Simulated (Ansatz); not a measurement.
# HfSi (model cell, started as layered BN type): from the cell to its phonons, part 2 of 2

How does HfSi (model cell, started as layered BN type) vibrate, and is this structure a minimum?

Ansatz 0.2.0; DFT PBEsol, scalar-relativistic, plane waves, norm-conserving pseudopotentials.

So far. Step 3 (Relaxing to small forces for the phonons): The forces vanish by symmetry and the pressure is -0.006 GPa, within the tolerances set. The cell now holds 23.24 Å³/atom. Step 4 (Zone-centre response): Before it was imposed, the acoustic sum rule was missed by 8.0e-5 eV/Å². Small misses are needed for a sound result but don't prove that mesh and cutoff are converged. The lowest optical mode is real, 79.9 cm⁻¹. The relaxed cell has a = 4.546, c = 5.195 Å (conventional setting).

The structure was built from a prototype and need not be the compound's stable phase.

## Step 5: Response at finite wavevector (continued)

Harmonic mean-square displacement, third of the trace. Interpolated from a 2×2×2 q mesh. Mean square displacements, by row:

| T (K) | Hf1 U_eq (Å²) | Hf2 U_eq (Å²) | Si3 U_eq (Å²) | Si4 U_eq (Å²) |
| --- | --- | --- | --- | --- |
| 0 | 0.0013 | 0.0013 | 0.00258 | 0.00258 |
| 100 | 0.00572 | 0.00572 | 0.00693 | 0.00693 |
| 300 | 0.01658 | 0.01658 | 0.01796 | 0.01796 |
| 600 | 0.03304 | 0.03304 | 0.03523 | 0.03523 |

Symmetry leaves 4 wavevectors to solve. The lowest mode among them, the acoustic zeros apart, lies at q = (0, -0.5, 0) and is real, 13.2 cm⁻¹.

## Step 6: Isotope substitution, element Hf, natural mass 178.486 amu

An isotope changes the mass and not the force constants, so no new electronic calculation is needed; the shifts show which modes move this element.

The same force constants with the mass of Hf changed from 178.486 to 173.940 u (phonopy, no LO-TO term). Both lists are sorted by frequency; levels can cross, so a row need not hold one and the same mode. Modes under 3 cm⁻¹ are left out. Isotope shifts, by row, the first 40 of 45 rows:

| q | rank | natural mass (cm⁻¹) | changed mass (cm⁻¹) |
| --- | --- | --- | --- |
| 0 0 0 | 4 | 79.86 | 80.78 |
| 0 0 0 | 5 | 93.33 | 94.44 |
| 0 0 0 | 6 | 93.33 | 94.44 |
| 0 0 0 | 7 | 318.5 | 318.9 |
| 0 0 0 | 8 | 318.5 | 318.9 |
| 0 0 0 | 9 | 321.1 | 321.7 |
| 0 0 0 | 10 | 321.1 | 321.7 |
| 0 0 0 | 11 | 349.6 | 350.2 |
| 0 0 0 | 12 | 391.5 | 392.1 |
| 0 0 -0.5 | 1 | 57.75 | 58.41 |
| 0 0 -0.5 | 2 | 57.75 | 58.41 |
| 0 0 -0.5 | 3 | 57.75 | 58.41 |
| 0 0 -0.5 | 4 | 57.75 | 58.41 |
| 0 0 -0.5 | 5 | 146.9 | 148.8 |
| 0 0 -0.5 | 6 | 146.9 | 148.8 |
| 0 0 -0.5 | 7 | 317.5 | 317.9 |
| 0 0 -0.5 | 8 | 317.5 | 317.9 |
| 0 0 -0.5 | 9 | 317.5 | 317.9 |
| 0 0 -0.5 | 10 | 317.5 | 317.9 |
| 0 0 -0.5 | 11 | 361.5 | 361.5 |
| 0 0 -0.5 | 12 | 361.5 | 361.5 |
| 0 -0.5 0 | 1 | 13.2 | 13.34 |
| 0 -0.5 0 | 2 | 52.05 | 52.63 |
| 0 -0.5 0 | 3 | 70.44 | 71.24 |
| 0 -0.5 0 | 4 | 90.08 | 91.14 |
| 0 -0.5 0 | 5 | 115.5 | 116.9 |
| 0 -0.5 0 | 6 | 121.9 | 123.5 |
| 0 -0.5 0 | 7 | 313.8 | 313.9 |
| 0 -0.5 0 | 8 | 321.6 | 322 |
| 0 -0.5 0 | 9 | 322.1 | 322.1 |
| 0 -0.5 0 | 10 | 323.5 | 324.1 |
| 0 -0.5 0 | 11 | 377.2 | 377.9 |
| 0 -0.5 0 | 12 | 377.7 | 378.3 |
| 0 -0.5 -0.5 | 1 | 59.79 | 60.47 |
| 0 -0.5 -0.5 | 2 | 59.79 | 60.47 |
| 0 -0.5 -0.5 | 3 | 116.8 | 118.3 |
| 0 -0.5 -0.5 | 4 | 116.8 | 118.3 |
| 0 -0.5 -0.5 | 5 | 155.4 | 157.4 |
| 0 -0.5 -0.5 | 6 | 155.4 | 157.4 |
| 0 -0.5 -0.5 | 7 | 312.1 | 312.2 |

A mode of this element alone would shift by +1.30 %. The highest zone-centre frequency without the field goes from 391.5 to 392.1 cm⁻¹ (+0.1 %). The product of the frequency ratios over all optical modes at Γ is 1.045; the product rule, (m/m′)^(3k/2) (M′/M)^(3/2) with k = 2 such atoms and M the mass of the cell, gives 1.045.

## Step 7: Isotope substitution, element Si, natural mass 28.085 amu

The same for Si, from 28.09 to 29.97 u.

The same force constants with the mass of Si changed from 28.085 to 29.974 u (phonopy, no LO-TO term). Both lists are sorted by frequency; levels can cross, so a row need not hold one and the same mode. Modes under 3 cm⁻¹ are left out. Isotope shifts, by row, the first 40 of 45 rows:

| q | rank | natural mass (cm⁻¹) | changed mass (cm⁻¹) |
| --- | --- | --- | --- |
| 0 0 0 | 4 | 79.86 | 79.58 |
| 0 0 0 | 5 | 93.33 | 93.07 |
| 0 0 0 | 6 | 93.33 | 93.07 |
| 0 0 0 | 7 | 318.5 | 309.2 |
| 0 0 0 | 8 | 318.5 | 309.2 |
| 0 0 0 | 9 | 321.1 | 312.3 |
| 0 0 0 | 10 | 321.1 | 312.3 |
| 0 0 0 | 11 | 349.6 | 339.9 |
| 0 0 0 | 12 | 391.5 | 380.3 |
| 0 0 -0.5 | 1 | 57.75 | 57.53 |
| 0 0 -0.5 | 2 | 57.75 | 57.53 |
| 0 0 -0.5 | 3 | 57.75 | 57.53 |
| 0 0 -0.5 | 4 | 57.75 | 57.53 |
| 0 0 -0.5 | 5 | 146.9 | 146.9 |
| 0 0 -0.5 | 6 | 146.9 | 146.9 |
| 0 0 -0.5 | 7 | 317.5 | 308.5 |
| 0 0 -0.5 | 8 | 317.5 | 308.5 |
| 0 0 -0.5 | 9 | 317.5 | 308.5 |
| 0 0 -0.5 | 10 | 317.5 | 308.5 |
| 0 0 -0.5 | 11 | 361.5 | 349.9 |
| 0 0 -0.5 | 12 | 361.5 | 349.9 |
| 0 -0.5 0 | 1 | 13.2 | 13.13 |
| 0 -0.5 0 | 2 | 52.05 | 51.82 |
| 0 -0.5 0 | 3 | 70.44 | 70.16 |
| 0 -0.5 0 | 4 | 90.08 | 89.81 |
| 0 -0.5 0 | 5 | 115.5 | 115.4 |
| 0 -0.5 0 | 6 | 121.9 | 121.9 |
| 0 -0.5 0 | 7 | 313.8 | 304.1 |
| 0 -0.5 0 | 8 | 321.6 | 311.9 |
| 0 -0.5 0 | 9 | 322.1 | 312.2 |
| 0 -0.5 0 | 10 | 323.5 | 314.8 |
| 0 -0.5 0 | 11 | 377.2 | 366.8 |
| 0 -0.5 0 | 12 | 377.7 | 367.1 |
| 0 -0.5 -0.5 | 1 | 59.79 | 59.54 |
| 0 -0.5 -0.5 | 2 | 59.79 | 59.54 |
| 0 -0.5 -0.5 | 3 | 116.8 | 116.8 |
| 0 -0.5 -0.5 | 4 | 116.8 | 116.8 |
| 0 -0.5 -0.5 | 5 | 155.4 | 155.4 |
| 0 -0.5 -0.5 | 6 | 155.4 | 155.4 |
| 0 -0.5 -0.5 | 7 | 312.1 | 302.3 |

A mode of this element alone would shift by -3.20 %. The highest zone-centre frequency without the field goes from 391.5 to 380.3 cm⁻¹ (-2.9 %). The product of the frequency ratios over all optical modes at Γ is 0.834; the product rule, (m/m′)^(3k/2) (M′/M)^(3/2) with k = 2 such atoms and M the mass of the cell, gives 0.834.

## Step 8: Summary of results

```
space group after relaxation (within 0.01 Å)            : P6_3/mmc
volume per atom                                         : 23.2 Å³
electronic character                                    : no gap on this mesh
highest optical mode at the zone centre (no LO-TO term) : 392 cm⁻¹
lowest optical zone-centre mode                         : 79.9 cm⁻¹
lowest mode on the q mesh (acoustic modes at Γ apart)   : 13.2 cm⁻¹
highest frequency on the path or at a solved wavevector : 392 cm⁻¹
zero-point energy per atom                              : 39.7 meV
heat capacity at 300 K                                  : 22.3 J/(mol atoms K)
vibrational entropy at 300 K                            : 32.2 J/(mol atoms K)
Debye temperature (second moment)                       : 461 K
imaginary modes on the 2×2×2 q mesh                     : none
```

What this shows: The structure is a minimum as far as tested: no mode is imaginary at the 4 irreducible wavevectors of the 2×2×2 mesh, and the softest away from the acoustic zeros lies at 13 cm⁻¹. The optical modes at Γ span 80 to 392 cm⁻¹. The highest mode in this list at Γ, 391.5 cm⁻¹, is mostly motion of Si (90 % of the kinetic energy). On the path and the mesh, the widest gap between branches runs from 157 to 306 cm⁻¹. With no gap, or one that is small against the smearing, the frequencies hang on the k mesh and the smearing, most of all near Kohn anomalies. Spin-orbit coupling is left out, which can matter for the heavy elements here. A phonon run warned that its eigensolver left some bands unconverged in a pass. The starting cell was built on a prototype and not taken from a measurement, so the phase need not exist. These are harmonic frequencies at zero temperature: anharmonic shifts, linewidths and thermal expansion are left out.

[Logs are printed without paths, hosts, clocks, repeated set-up lines and the standing remarks that a program may print on its own settings, such as how far it seeks lower states.]

[Hosts, paths, dates, database ids (printed as entryN), source tags and the programs' standing remarks are cut or masked in the printed files.]
